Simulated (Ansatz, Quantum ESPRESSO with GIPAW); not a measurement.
# Solid-state NMR of AlN by GIPAW

The task is to compute the NMR parameters of AlN site by site.

Method: DFT, PBE, plane-wave PAW (pslibrary 1.0.0 recipes), scalar-relativistic, GIPAW; a patched development version of the program, in Quantum ESPRESSO with GIPAW 8.0dev (patched build).

### 1. Starting point

It takes space group P6_3mc (No. 186, hexagonal). The conventional cell has a = 3.113 Å, b = 3.113 Å, c = 4.981 Å, α = 90.00°, β = 90.00°, γ = 120.00°. Al has 4 N at 1.89 to 1.90 Å nearest. Nearest to N lie 4 Al at 1.89 to 1.90 Å. Farther neighbours and most contacts between anions are not listed.

The cell is an entry of the Crystallography Open Database; it need not be the form that is stable at ambient conditions.

This structure had its atoms relaxed beforehand (DFT, PBE, plane-wave PAW, default files (PAW set soft_2), scalar-relativistic, Ansatz), starting from the database entry, since shieldings follow bond lengths closely.

### 2. Self-consistent run

GIPAW is a response on top of the ground state, so the wavefunctions come first. Their errors pass straight into the induced current, hence the tight threshold. No empty states are asked for: the response is solved without them. The mesh has a spacing of 0.32 Å⁻¹ at most. The PAW files were made with ld1.x from the pslibrary 1.0.0 recipes, with GIPAW reconstruction switched on.

File run_scf.py:

```python
from ase import Atoms
from ase.calculators.espresso import Espresso, EspressoProfile

atoms = Atoms(
    ['Al', 'Al', 'N', 'N'],
    cell=[
        [3.11300000, 0.00000000, 0.00000000],
        [-1.55650000, 2.69593708, 0.00000000],
        [0.00000000, 0.00000000, 4.98100000],
    ],
    scaled_positions=[
        [0.66666667, 0.33333333, 0.49901639],
        [0.33333333, 0.66666667, -0.00098361],
        [0.66666667, 0.33333333, 0.88098361],
        [0.33333333, 0.66666667, 0.38098361],
    ],
    pbc=True,
)
atoms.calc = Espresso(
    profile=EspressoProfile(command='mpirun -np 4 pw.x -nk 4', pseudo_dir='./'),
    pseudopotentials={
        'Al': 'Al.pbe-n-kjpaw_psl.1.0.0-gipaw.UPF',
        'N': 'N.pbe-n-kjpaw_psl.1.0.0-gipaw.UPF',
    },
    input_data={
        'control': {'calculation': 'scf', 'prefix': 'x', 'outdir': './tmp/'},
        'system': {'ecutwfc': 55, 'ecutrho': 340, 'nbnd': 8},
        'electrons': {'conv_thr': 1.0e-10, 'mixing_beta': 0.7, 'electron_maxstep': 100},
    },
    kpts=(8, 8, 4),
    koffset=(0, 0, 0),
)
print('energy', atoms.get_potential_energy(), 'eV')
```

ASE writes espresso.pwi from it and starts pw.x, whose log goes to espresso.pwo.

File espresso.pwi:

```
&CONTROL
   calculation      = 'scf'
   outdir           = './tmp/'
   prefix           = 'x'
   pseudo_dir       = './'
/
&SYSTEM
   nbnd             = 8
   ecutwfc          = 55
   ecutrho          = 340
   ntyp             = 2
   nat              = 4
   ibrav            = 0
/
&ELECTRONS
   electron_maxstep = 100
   conv_thr         = 1e-10
   mixing_beta      = 0.7
/
&IONS
/
&CELL
/
&FCP
/
&RISM
/
ATOMIC_SPECIES
Al 26.9815385 Al.pbe-n-kjpaw_psl.1.0.0-gipaw.UPF
N 14.007 N.pbe-n-kjpaw_psl.1.0.0-gipaw.UPF

K_POINTS automatic
8 8 4  0 0 0

CELL_PARAMETERS angstrom
3.11300000000000 0.00000000000000 0.00000000000000
-1.55650000000000 2.69593708000000 0.00000000000000
0.00000000000000 0.00000000000000 4.98100000000000

ATOMIC_POSITIONS angstrom
Al 1.5565000156 0.8986456843 2.4856006386  
Al -0.0000000156 1.7972913957 -0.0048993614  
N 1.5565000156 0.8986456843 4.3881793614  
N -0.0000000156 1.7972913957 1.8976793614
```

The run is started by

```bash
$ python run_scf.py
```

Output:

```text
Warning: card &CELL ignored
Warning: card &FCP ignored
Warning: card &RISM ignored

     using ibrav=0 with symmetry is DISCOURAGED, use correct ibrav instead

     bravais-lattice index     =            0
     lattice parameter (alat)  =       5.8827  a.u.
     unit-cell volume          =     282.0993 (a.u.)^3
     number of atoms/cell      =            4
     number of atomic types    =            2
     number of electrons       =        16.00
     number of Kohn-Sham states=            8
     kinetic-energy cutoff     =      55.0000  Ry
     charge density cutoff     =     340.0000  Ry
     scf convergence threshold =      1.0E-10
     mixing beta               =       0.7000
     number of iterations used =            8  plain     mixing
     Exchange-correlation= SLA-PW-PBX-PBC
                           (   1   4   3   4   0   0   0)
[...]
Al                3.00    26.98154     Al( 1.00)
     N                 5.00    14.00700     N ( 1.00)

     12 Sym. Ops. (no inversion) found ( 6 have fractional translation)
[...]
number of k points=    30
[...]
Dense  grid:    29911 G-vectors     FFT dimensions: (  36,  36,  60)

     Smooth grid:    15489 G-vectors     FFT dimensions: (  27,  27,  48)

     Check: negative core charge=   -0.000002

     Initial potential from superposition of free atoms

     starting charge      15.9954, renormalised to      16.0000
     Starting wfcs are   16 randomized atomic wfcs

     Self-consistent Calculation

     iteration #  1     ecut=    55.00 Ry     beta= 0.70
     Davidson diagonalization with overlap
     ethr =  1.00E-02,  avg # of iterations =  2.0

     total energy              =    -135.31367900 Ry
     estimated scf accuracy    <       1.22254938 Ry

     iteration #  2     ecut=    55.00 Ry     beta= 0.70
     Davidson diagonalization with overlap
     ethr =  7.64E-03,  avg # of iterations =  2.1

     total energy              =    -135.72853977 Ry
     estimated scf accuracy    <       0.79522000 Ry

     iteration #  3     ecut=    55.00 Ry     beta= 0.70
     Davidson diagonalization with overlap
     ethr =  4.97E-03,  avg # of iterations =  2.0

     total energy              =    -135.83848976 Ry
     estimated scf accuracy    <       0.01516525 Ry

[...]
total energy              =    -135.85042248 Ry
[...]
iteration # 17     ecut=    55.00 Ry     beta= 0.70
     Davidson diagonalization with overlap
     ethr =  1.55E-12,  avg # of iterations =  5.3

     total energy              =    -135.85042248 Ry
     estimated scf accuracy    <          1.4E-10 Ry

     iteration # 18     ecut=    55.00 Ry     beta= 0.70
     Davidson diagonalization with overlap
     ethr =  8.69E-13,  avg # of iterations =  2.0

     End of self-consistent calculation
     [one-electron energies left out]

!    total energy              =    -135.85042248 Ry
     total all-electron energy =     -1190.733561 Ry
     estimated scf accuracy    <          1.5E-12 Ry

     The total energy is the sum of the following terms:
     one-electron contribution =      -1.31201013 Ry
     hartree contribution      =      11.40859457 Ry
     xc contribution           =     -17.14205662 Ry
     ewald contribution        =     -43.48687553 Ry
     one-center paw contrib.   =     -85.31807478 Ry

     convergence has been achieved in  18 iterations
[...]
JOB DONE.
```

Elapsed: 12 s, on 4 MPI ranks of Intel Xeon 6975P-C (Granite Rapids), shared host; peak memory 0.56 GiB.

It converged in 18 cycles to an estimated accuracy of 2e-12 Ry, on 30 irreducible k-points.

### 3. GIPAW: job nmr

A uniform field breaks periodicity, so gipaw.x applies it as a wave of small q and takes the limit. It solves for the first-order states, builds the induced current and gets the field at each nucleus by Biot–Savart; the PAW spheres add what the smooth waves miss near the nuclei. pawproj makes the reconstruction use the PAW data sets' own projectors.

File nmr.in:

```
&inputgipaw
  job = 'nmr'
  prefix = 'x'
  tmp_dir = './tmp/'
  restart_mode = 'from_scratch'
  verbosity = 'low'
  q_gipaw = 0.01
  spline_ps = .true.
  conv_threshold = 1.0d-14
  use_nmr_macroscopic_shape = .false.
  pawproj(1) = .true.
  pawproj(2) = .true.
/
```

The run is started by

```bash
$ mpirun -np 4 gipaw.x -in nmr.in > nmr.out
```

Output:

```text
[banner, memory and clock lines left out]
[a note of our patched build left out]

     Parallelizing q-star over 1 images

     IMPORTANT: XC functional enforced from input :
     Exchange-correlation= PBE
                           (   1   4   3   4   0   0   0)
     Any further DFT definition will be discarded
     Please, verify this is what you really want

     Check: negative core charge=   -0.000002
[...]
WARNING: some symmetry operations do not permute x, y and z, so the susceptibility and the shape term are
     wrong: all shieldings move alike (in wurtzite BN nosym gave 13 and 6 ppm more at 3 and 6 points an axis).
     Run pw.x with nosym, and raise the mesh until the susceptibility stays

     alpha_pv=     30.4018 eV

     spline_ps is .false., expect some extrapolation errors

     q-space interpolation up to    66.00 Rydberg

     GIPAW job: nmr
     NMR macroscopic correction: no
[...]
Computing the magnetic susceptibility     isolve=0    ethr=  0.1000E-13
     Starting from scratch
     k-point #    1 of    30      pool #  1    cpu time:       1.1
[...]
End of magnetic susceptibility calculation

     f-sum rule (1st term):
           -15.7204          0.0000          0.0000
             0.0000        -15.7204          0.0000
             0.0000         -0.0000        -15.7146

     f-sum rule (2nd term):
            -0.2338          0.0000          0.0000
            -0.0000         -0.2338         -0.0000
             0.0000          0.0000         -0.2354

     f-sum rule (should be   -15.9495):
           -15.9541          0.0000          0.0000
             0.0000        -15.9541         -0.0000
             0.0000         -0.0000        -15.9500

[... susceptibilities left out ...]
     Contributions to the NMR chemical shifts: -------------------------------

     Macroscopic shape contribution in ppm:                    0.00
             0.0000          0.0000          0.0000
             0.0000          0.0000          0.0000
             0.0000          0.0000          0.0000

     Core contribution in ppm:

     Atom  1  Al  pos: (  0.500000  0.288675  0.798458)  core sigma:         766.76
     Atom  2  Al  pos: ( -0.000000  0.577350 -0.001574)  core sigma:         766.76
     Atom  3  N   pos: (  0.500000  0.288675  1.409630)  core sigma:         235.78
     Atom  4  N   pos: ( -0.000000  0.577350  0.609598)  core sigma:         235.78

     Bare contribution in ppm:

     Atom  1  Al  pos: (  0.500000  0.288675  0.798458)  bare sigma:         -20.68
[...]
Atom  2  Al  pos: ( -0.000000  0.577350 -0.001574)  bare sigma:         -20.68
[...]
Atom  3  N   pos: (  0.500000  0.288675  1.409630)  bare sigma:           6.16
[...]
Atom  4  N   pos: ( -0.000000  0.577350  0.609598)  bare sigma:           6.16
[...]
Diamagnetic contribution in ppm:

     Atom  1  Al  pos: (  0.500000  0.288675  0.798458)  dia sigma:           2.50
[...]
Atom  2  Al  pos: ( -0.000000  0.577350 -0.001574)  dia sigma:           2.50
[...]
Atom  3  N   pos: (  0.500000  0.288675  1.409630)  dia sigma:           6.68
[...]
Atom  4  N   pos: ( -0.000000  0.577350  0.609598)  dia sigma:           6.68
[...]
Paramagnetic contribution in ppm:

     Atom  1  Al  pos: (  0.500000  0.288675  0.798458)  para sigma:        -305.65
[...]
Atom  2  Al  pos: ( -0.000000  0.577350 -0.001574)  para sigma:        -305.65
[...]
Atom  3  N   pos: (  0.500000  0.288675  1.409630)  para sigma:         -79.98
[...]
Atom  4  N   pos: ( -0.000000  0.577350  0.609598)  para sigma:         -79.98
[...]
Paramagnetic US occ-occ contribution in ppm:

     Atom  1  Al  pos: (  0.500000  0.288675  0.798458)  para_oo sigma:          -1.50
[...]
Atom  2  Al  pos: ( -0.000000  0.577350 -0.001574)  para_oo sigma:          -1.50
[...]
Atom  3  N   pos: (  0.500000  0.288675  1.409630)  para_oo sigma:          -0.51
[...]
Atom  4  N   pos: ( -0.000000  0.577350  0.609598)  para_oo sigma:          -0.51
[...]
Paramagnetic US L_R Q_R contribution in ppm:

     Atom  1  Al  pos: (  0.500000  0.288675  0.798458)  para_lq sigma:           1.73
[...]
Atom  2  Al  pos: ( -0.000000  0.577350 -0.001574)  para_lq sigma:           1.73
[...]
Atom  3  N   pos: (  0.500000  0.288675  1.409630)  para_lq sigma:         -51.40
[...]
Atom  4  N   pos: ( -0.000000  0.577350  0.609598)  para_lq sigma:         -51.40
[...]
Total NMR chemical shifts in ppm: ---------------------------------------
     (adopting the Simpson convention for anisotropy and asymmetry)-----------

     Atom  1  Al  pos: (  0.500000  0.288675  0.798458)  Total sigma:         443.16
           448.7481          0.0000         -0.0000
             0.0000        448.7481          0.0000
            -0.0000          0.0000        431.9858

     Al      1    anisotropy:    -16.76    eta:    0.0000
[...]
Atom  2  Al  pos: ( -0.000000  0.577350 -0.001574)  Total sigma:         443.16
[... its tensor is left out ...]
     Atom  3  N   pos: (  0.500000  0.288675  1.409630)  Total sigma:         116.72
           113.5491         -0.0000         -0.0000
            -0.0000        113.5491          0.0000
            -0.0000          0.0000        123.0559

     N       3    anisotropy:      9.51    eta:    0.0000
[...]
Atom  4  N   pos: ( -0.000000  0.577350  0.609598)  Total sigma:         116.72
[... its tensor is left out ...]
```

It took 47 s on 4 MPI ranks; peak memory 0.29 GiB.

The f-sum rule is met to 0.0046 of 15.9 (0.03 %). Converged shieldings require that this miss be small, but a small miss does not prove them. gipaw.x warns that with these symmetry operations the susceptibility and the shape term are unreliable; the other terms are not touched.

From the symmetric part of each tensor, with principal values σ11 ≤ σ22 ≤ σ33: σ_iso is their mean, the span is σ33 − σ11 and the skew 3(σ_iso − σ22)/span. (gipaw.x prints an anisotropy in another convention.)

```
site  atom no.  atoms in cell  σ_iso (ppm)  span (ppm)   skew
  Al         1              2        443.2        16.8  -1.00
   N         3              2        116.7         9.5   1.00
```

The macroscopic shape term is switched off. For a spherical sample the valence susceptibility of this run would add about 7 ppm to every site, a rough estimate, since the susceptibility converges slowly and lacks part of the PAW terms, above all in hexagonal and trigonal cells. Differences within the crystal don't depend on it, but shieldings of different compounds can't be compared to better than a few ppm without it.

An axis of order three or more runs through Al and N, so two principal values coincide and the skew is ±1. In this run the largest span is that of Al (site symmetry 3m), with principal values 432.0, 448.7 and 448.7 ppm.

How the isotropic values are made up (ppm). The core part is that of the free atom's core; bare is the current of the smooth valence states; the last two are what the PAW spheres add to the diamagnetic and the paramagnetic current:

| site | core | bare | reconstruction, dia | reconstruction, para |
| --- | --- | --- | --- | --- |
| Al | 766.8 | -20.7 | 2.5 | -305.4 |
| N | 235.8 | 6.2 | 6.7 | -131.9 |

### 4. Quadrupolar couplings

27Al and 14N have a quadrupole moment, which couples to the field gradient and broadens the lines. The gradient is a property of the ground-state density and needs no response; it is taken from a second code that counts the whole PAW charge. C_Q = eQV_zz/h, with Q = 0.1466 barn for 27Al, 0.02044 barn for 14N.

This step: DFT, PBE, plane-wave PAW, default files (PAW set soft_2), scalar-relativistic, field gradients (Ansatz 0.2.0), on the same atoms.

File input.yaml:

```yaml
crystal:
  lattice:
    - [3.113, 0.0, 0.0]
    - [-1.5565, 2.695937082, 0.0]
    - [0.0, 0.0, 4.981]
  atoms:
    - { symbol: Al, position: [0.6666666667, 0.3333333333, 0.4990163947] }
    - { symbol: Al, position: [0.3333333333, 0.6666666667, -0.0009836053] }
    - { symbol: "N", position: [0.6666666667, 0.3333333333, 0.8809836053] }
    - { symbol: "N", position: [0.3333333333, 0.6666666667, 0.3809836053] }
kpoints:
  mp_grid: { grid: [8, 8, 4] }
scf:
  occupations: { method: fixed }
hamiltonian:
  xc: pbe
output:
  forces: false
  stress: false
  efg: { quadrupole_moments_barn: { Al: 0.1466, "N": 0.02044 } }
  write_density: true
  write_potential: true
  elf: true
  volumetric_format: npy
```

The run is started by

```bash
$ ansatz run input.yaml --threads 4 --pin off --max-ram 8192MiB --backend cpu --events-out ev --progress --plain --runs-dir out
```

Output:

```text
[... set-up, SCF cycles and energies left out ...]
--- PAW observables at the nuclei: V_zz in 10²¹ V/m², potentials from the cell's mean, atoms counted from 1 ---
  atom   1  Al V_zz =    +0.484941   η = 0.0000   by run symmetry: allowed   C_q = +1.7190 MHz
  atom   2  Al V_zz =    +0.484941   η = 0.0000   by run symmetry: allowed   C_q = +1.7190 MHz
  atom   3  N  V_zz =    -0.017950   η = 0.0000   by run symmetry: allowed   C_q = -0.0089 MHz
  atom   4  N  V_zz =    -0.017950   η = 0.0000   by run symmetry: allowed   C_q = -0.0089 MHz
--- Band table (eV; the first three rows and the last of 30) ---
  k-point 0: bands = ["-8.0268", "-5.8850", "1.1674", "6.2769", "6.2769", "6.9265", "6.9265", "7.1512", "11.3345", "13.7947", "17.7538", "18.2893"]
  k-point 1: bands = ["-7.7902", "-6.3164", "1.9630", "5.9448", "6.3673", "6.3673", "6.8265", "6.8265", "12.2976", "13.9136", "17.4190", "18.2578"]
  k-point 2: bands = ["-7.1406", "-7.1406", "3.8230", "3.8230", "6.5920", "6.5920", "6.5920", "6.5920", "13.5991", "13.5991", "17.4732", "17.4732"]
  k-point 29: bands = ["-5.5302", "-5.5302", "2.1271", "2.1271", "3.6567", "3.6567", "6.3192", "6.3192", "14.0085", "14.0085", "15.5999", "15.5999"]

[the lines on potentials at the nuclei are left out]
```

Elapsed: 0.74 s, on 4 threads; peak memory 0.35 GiB.

(Part 1 of 2 ends here.)

[Banner, clock, file and message-heading lines were taken out of the pw.x and gipaw.x logs.]

[Logs are printed without paths, hosts, clocks, repeated set-up lines and the standing remarks that a program may print on its own settings, such as how far it seeks lower states.]

[Hosts, paths, dates, database ids (printed as entryN), source tags and the programs' standing remarks are cut or masked in the printed files.]

[Where no reference line passes its bar on scatter, no shift is given, so a measured shift of this compound may stand uncompared.]
